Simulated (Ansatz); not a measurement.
# CdAgCl3 (model cell, started as cubic perovskite with Cd in the octahedra): from the cell to its phonons, part 3 of 3

How does CdAgCl3 (model cell, started as cubic perovskite with Cd in the octahedra) vibrate, and is this structure a minimum?

Ansatz 0.2.0; DFT PBEsol, scalar-relativistic, plane waves, PAW.

So far. Step 4 (Tight relaxation): The forces vanish by symmetry and the pressure is -0.009 GPa, within the tolerances set. The cell now holds 25.89 Å³/atom. Step 5 (Modes at Γ): Before it was imposed, the acoustic sum rule was missed by 1.5e-4 eV/Å² and the charge sum rule by 0.0038 e. Small misses are needed for a sound result but don't prove that mesh and cutoff are converged. The lowest optical mode is imaginary, 94.6i cm⁻¹, so the energy falls along it. The relaxed cell has a = 5.059 Å (conventional setting).

The structure was built from a prototype and need not be the compound's stable phase.

### 6. Phonons on a q mesh

Stability and thermal properties need the whole zone. Linear response on a 2×2×2 q mesh gives force constants as far as a supercell of that size would, and the tensors from the zone-centre run are typed in so that the long-range dipole term is interpolated apart.

File input.yaml:

```yaml
crystal:
  lattice:
    - [5.0585249677, 0.0, 0.0]
    - [0.0, 5.0585249677, 0.0]
    - [0.0, 0.0, 5.0585249677]
  atoms:
    - { symbol: Ag, position: [0.0, 0.0, 0.0] }
    - { symbol: Cd, position: [0.5, 0.5, 0.5] }
    - { symbol: Cl, position: [0.5, 0.5, 0.0] }
    - { symbol: Cl, position: [0.5, 0.0, 0.5] }
    - { symbol: Cl, position: [0.0, 0.5, 0.5] }
kpoints:
  mp_grid: { grid: [6, 6, 6] }
hamiltonian:
  xc: pbesol
scf:
  occupations: { method: fixed }
output:
  eigenvalues: true
phonons:
  method: dfpt
  qmesh: [2, 2, 2]
  temperatures: { t_max: 1000, t_step: 50 }
  qpath:
    path:
      - [[0.0, 0.0, 0.0], [0.0, 0.5, 0.0], [0.5, 0.5, 0.0], [0.0, 0.0, 0.0], [0.5, 0.5, 0.5], [0.0, 0.5, 0.0]]
      - [[0.5, 0.5, 0.5], [0.5, 0.5, 0.0]]
    npoints: 10
  non_analytic_term:
    high_frequency_dielectric_tensor: [[4.1296, 0.0, 0.0], [0.0, 4.1296, 0.0], [0.0, 0.0, 4.1296]]
    born_effective_charges:
      - { species: Ag, tensor: [[1.745, 0.0, 0.0], [0.0, 1.745, 0.0], [0.0, 0.0, 1.745]] }
      - { species: Cd, tensor: [[2.5865, 0.0, 0.0], [0.0, 2.5865, 0.0], [0.0, 0.0, 2.5865]] }
      - { species: Cl, tensor: [[-1.1142, 0.0, 0.0], [0.0, -1.1142, 0.0], [0.0, 0.0, -2.1031]] }
      - { species: Cl, tensor: [[-1.1142, 0.0, 0.0], [0.0, -2.1031, 0.0], [0.0, 0.0, -1.1142]] }
      - { species: Cl, tensor: [[-2.1031, 0.0, 0.0], [0.0, -1.1142, 0.0], [0.0, 0.0, -1.1142]] }
    source: "zone-centre run at this cell"
```

Run with:

```sh
> ansatz run input.yaml --threads 8 --pin off --max-ram 14336MiB --backend cpu --events-out ev --progress --plain --runs-dir out
```

Numbers of over 12 decimals in the logs are rounded to 6 here.

Output:

```text
[...]
Crystal: 5 atoms, lattice volume = 129.441 Å³
Basis set: ecut = 420 eV, 2517 PW (Γ), exchange–correlation on 72×72×72 points (8 copies of the dense FFT grid, shifted against one another)
Bands: 36, of which v1, the nominal top of the filled ones, is band 30 counted from 1 (29 counted from 0)
Symmetry: 48 space group operations
k-points: 20 of 216
[...]
SCF iter   1: F=—  HF=-18890.973292 eV  |F-HF|=—  |Δ(HF+E_count)|=         —  Δρ=5.07e-3  dr2=4.12e-2  ethr=1.77e-3  ⟨swp⟩=4.6  Hψ=2449  notcnv=0  defer=70
[...]
SCF iter  10: F=-18890.960848 eV  HF=-18890.960848 eV  |F-HF|=3.64e-12  |Δ(HF+E_count)|=  8.37e-11  Δρ=4.98e-8  dr2=4.28e-12  ethr=1.00e-12  ⟨swp⟩=12.2  Hψ=3836  notcnv=0
SCF 1 converged in 10 iterations: F = -18890.960848 eV  dr2 = 4.28e-12
[...]
NSCF: frozen V_eff on 20 k-points
[...]
DFPT response loops at q = (0, 0, 0) (fractional): preconditioner auto → Resta (q_TF=auto, 2.400 Å⁻¹)  ε∞=7.3 (no band partly filled); β = 1.00, the filter's whole step (`scf.mixing.beta` (0.50) is not read by the response loops at its default; to damp them type it under 1.00, their step now; it binds the ground state too); Broyden in place of MSR1
[...]
SCF converged after 10 iterations
Free energy (F): -18890.960848 eV
[...]
Internal energy: -18890.960848 eV  (E = F + TS)
E sigma→0 (E₀):  -18890.960848 eV
Fermi energy:    4.457435 eV
[...]
--- Band table (eV; the first three rows and the last of 20) ---
  k-point 0: bands = [... 26 lower, 3.2720, 3.3914, 3.3914, 3.3914, 5.5780, 6.3164, 12.5729, 12.5729, ... 2 higher]
  k-point 1: bands = [... 26 lower, 3.2675, 3.3085, 3.4050, 3.4050, 5.9409, 6.8926, 11.4883, 12.3735, ... 2 higher]
  k-point 2: bands = [... 26 lower, 3.1580, 3.3689, 3.5063, 3.5063, 6.6668, 8.2456, 10.2265, 11.8653, ... 2 higher]
  k-point 19: bands = [... 26 lower, 3.9810, 3.9810, 4.4574, 4.4574, 6.0540, 10.7709, 10.7709, 10.7709, ... 2 higher]
--- Phonons (Γ-DFPT): 4 representative perturbations + reference (Σ response iterations 12) ---
  ASR residual: 4.514e-5 → 0.000e0 eV/Å²; symmetrization residual: 1.368e-5 eV/Å²
  ASR residual per site (eV/Å²): 4.12e-5 4.51e-5 1.80e-5 1.80e-5 1.80e-5
[...]
--- Phonons (arbitrary-q DFPT): 4 irreducible q on the 2×2×2 mesh ---
  q = [0.0000, 0.0000, 0.0000] (star 1, of the zone-centre solve; hermiticity 2.93e-6, symmetrization 4.27e-12): -94.62 -94.62 -94.62 -86.85 -86.85 -86.85 -0.00 -0.00 0.00 51.13 51.13 51.13 292.66 292.66 292.66
  q = [0.0000, 0.0000, -0.5000] (star 3, 9 solved perturbations in 504 linear systems a pass and spin channel, the states on 64 of 216 k-point pairs; hermiticity 2.47e-6, symmetrization 4.14e-12): -86.84 -86.84 -81.79 -79.87 -79.87 -28.81 16.98 16.98 46.81 46.81 69.36 145.88 288.47 292.50 292.50
[...]
sum rule: each row above includes the acoustic sum rule's correction from the zone centre's row sums; it moved no ω² by more than (0.37 cm⁻¹)²
  mesh force constants: q→R imaginary residual 4.13e-18; ASR residual 4.514e-5 → 0.000e0 eV/Å²; symmetrization residual 7.994e-15 eV/Å²
  interpolated dispersion: 63 rows × 15 modes
  density of states and harmonic sums: on the 12×12×12 q-mesh, interpolated from the force constants of a 2×2×2 supercell (with the dipole–dipole term of supplied tensors)
  largest difference from the sums on the solved wave vectors: F 7.91e-3 eV, S 3.50e-5 and C_V 2.55e-5 eV/K
  zero-point energy: 0.081868 eV/cell   skipped modes (ω ≤ 0): 514, of them read as no rigid motion or as one in doubt: 511 (6.076e0 modes/cell left out, lowest -126.08 cm⁻¹)   left out of the sums: 4.05e-1 of the cell's modes: C_V's classical limit lies that fraction below 3 k_B per atom; for a crystal, a wire or a layer, F and S can be off by more, and a phonons.interpolated_qmesh denser along its periods is the remedy for the sampling
```

Wall time 69 s (8 threads of Arm Neoverse V2, shared host); peak memory 1.2 GiB.

Numbers from this step:

```yaml
sum_rule_residual_before_enforcement: 4.51e-5 eV/Å²
lowest_frequency_on_the_path: -126.1 cm⁻¹
highest_frequency_on_the_path_or_at_a_solved_wavevector: 336.0 cm⁻¹
lowest_mode_on_the_q_mesh_acoustic_modes_at_gamma_apart: -126.1 cm⁻¹
```

Frequencies (cm⁻¹) solved at each irreducible wavevector; negative means imaginary. Frequencies by wavevector, by row:

```
q in reciprocal lattice units  star  mode 1  mode 2  mode 3  mode 4  mode 13  mode 14  mode 15
                        0 0 0     1   -94.6   -94.6   -94.6   -86.8    292.7    292.7    292.7
                     0 0 -0.5     3   -86.8   -86.8   -81.8   -79.9    288.5    292.5    292.5
                  0 -0.5 -0.5     3  -125.8   -89.4   -89.4     -68    198.8    292.8    315.5
               -0.5 -0.5 -0.5     1  -126.1  -126.1  -126.1   -79.2    198.1    198.1      336
```

Interpolated from a 2×2×2 q mesh, with the LO-TO term (at Γ the limit along the path; where Γ stands inside the path, tables give the limit on arrival). The phonon branches at the labelled points (cm⁻¹):

```
    point  branch 1  branch 2  branch 3  branch 4  branch 12  branch 13  branch 14  branch 15
        Γ       -95       -95       -87       -87         85        293        293        316
  halfway       -91       -91       -84       -83        108        293        293        304
        X       -87       -87       -82       -80        146        288        292        292
  halfway      -112       -86       -85       -81        146        237        293        315
        M      -126       -89       -89       -68        146        199        293        316
  halfway      -106       -90       -87       -78        113        259        293        318
        Γ       -95       -95       -87       -87         85        293        293        316
  halfway      -106      -102      -102       -76        116        258        258        331
        R      -126      -126      -126       -79        146        198        198        336
  halfway      -114      -109      -101       -78        146        228        256        331
        X       -87       -87       -82       -80        146        288        292        292
jump to R      -126      -126      -126       -79        146        198        198        336
  halfway      -126      -111      -111       -78        146        198        244        333
        M      -126       -89       -89       -68        146        199        293        316
```

Tetrahedra on a 12×12×12 mesh, mean over bins of 5 cm-1. Interpolated from a 2×2×2 q mesh. Table of phonon density of states by wavenumber; read off at these points:

```csv
wavenumber (cm⁻¹),phonon density of states (1/cm⁻¹/cell)
-128,0.00376
-112,0.0486
-102,0.0629
-92,0.142
-88,0.105
-78,0.321
-62,0.0139
-52,0.0201
-38,0.0320
-28,0.0168
-12,0.00118
-2,0.00447
12,0.0192
22,0.0196
38,0.0272
48,0.0493
52,0.0820
62,0.0560
72,0.0606
88,0.0660
98,0.0465
112,0.0233
122,0.0272
138,0.0389
142,0.0776
148,0.0179
162,0
172,0
188,0
198,8.3e-4
212,0.012
222,0.0137
238,0.0161
248,0.0171
262,0.0204
272,0.0247
288,0.0545
298,0.00107
312,0.0174
322,0.0426
338,0.00716
```

The partial phonon density of states has structure finer than the step of the table below, so its rows give means over 20 cm⁻¹, whole bins alone (the curve runs from -135 to 356 cm⁻¹). Peaks (cm⁻¹: height): Ag -76.5: 0.0867, -39.5: 0.0252, 44.0: 0.0145; Cd 59.4: 0.0397, 84.1: 0.0328, 108.9: 0.0310, 130.5: 0.0430, 142.9: 0.0578; Cl -92.0: 0.0901, -76.5: 0.109, 87.2: 0.0515, 285.0: 0.0401, 319.0: 0.0412.

Phonopy on the run's constants, 11x11x11 mesh, Gaussian sigma 3.5 cm-1. Interpolated from a 2×2×2 q mesh. The partial phonon density of states by wavenumber; means over each step; values in 1/cm⁻¹/cell:

```csv
wavenumber (cm⁻¹),Ag,Cd,Cl
-120,5.5e-4,1.1e-5,0.0347
-100,0.0144,4.7e-5,0.0662
-80,0.0505,1.1e-4,0.0809
-60,0.0148,5.2e-5,0.00564
-40,0.0201,3.3e-4,0.00417
-20,0.00621,2.8e-4,0.00242
0,0.00292,8.1e-4,0.00206
20,0.00889,0.00214,0.00767
40,0.0120,0.00859,0.0154
60,0.0107,0.0262,0.0270
80,0.00571,0.0195,0.0423
100,0.00231,0.0167,0.0204
120,3.8e-4,0.0209,0.00304
140,3.9e-4,0.0383,0.00164
160,1.3e-5,0.00168,3.2e-5
180,0,2.0e-7,4.4e-6
200,0,2.4e-4,0.00551
220,0,0.00122,0.0123
240,1.8e-6,0.00174,0.0144
260,1.0e-5,0.00237,0.0182
280,1.0e-5,0.00395,0.0276
300,1.0e-5,0.00199,0.0147
320,5.4e-5,0.00229,0.0326
340,4.8e-6,3.6e-4,0.0105
```

Symmetry leaves 4 wavevectors to solve. The lowest mode among them, the acoustic zeros apart, lies at q = (-0.5, -0.5, -0.5) and is imaginary, 126.1i cm⁻¹, so the energy falls along it.

### 7. Results

| Item | Value |
| --- | --- |
| space group after relaxation (within 0.01 Å) | Pm-3m |
| volume per atom | 25.9 Å³ |
| gap on the k-mesh | 1.12 eV |
| highest optical mode at the zone centre (no LO-TO term) | 293 cm⁻¹ |
| top of the zone-centre spectrum with the field | 317 cm⁻¹ |
| lowest optical zone-centre mode | -94.6 cm⁻¹ |
| mean high-frequency dielectric constant | 4.13 |
| largest Born charge (third of the trace) | 2.59 e |
| lowest mode on the q mesh (acoustic modes at Γ apart) | -126 cm⁻¹ |
| highest frequency on the path or at a solved wavevector | 336 cm⁻¹ |
| imaginary modes on the 2×2×2 q mesh | yes |

**Reading.** Modes are clearly imaginary (beyond 10i cm⁻¹) at 4 of the 4 irreducible wavevectors, most at q = (-0.5, -0.5, -0.5) (126.1i cm⁻¹), so this structure is not a minimum of the energy. Without the field, the optical modes at Γ span -95 to 293 cm⁻¹ (negative means imaginary). The highest mode in this list at Γ, 292.7 cm⁻¹, is mostly motion of Cl (86 % of the kinetic energy). With the macroscopic field of the longitudinal modes the top of the zone-centre spectrum lies at 317 cm⁻¹, against 293 cm⁻¹ without it. Among the real modes, the strongest infrared line is at 293 cm⁻¹. The starting cell was built on a prototype and not taken from a measurement, so the phase need not exist. These are harmonic frequencies at zero temperature: anharmonic shifts, linewidths and thermal expansion are left out.

[Logs are printed without paths, hosts, clocks, repeated set-up lines and the standing remarks that a program may print on its own settings, such as how far it seeks lower states.]

[Hosts, paths, dates, database ids (printed as entryN), source tags and the programs' standing remarks are cut or masked in the printed files.]
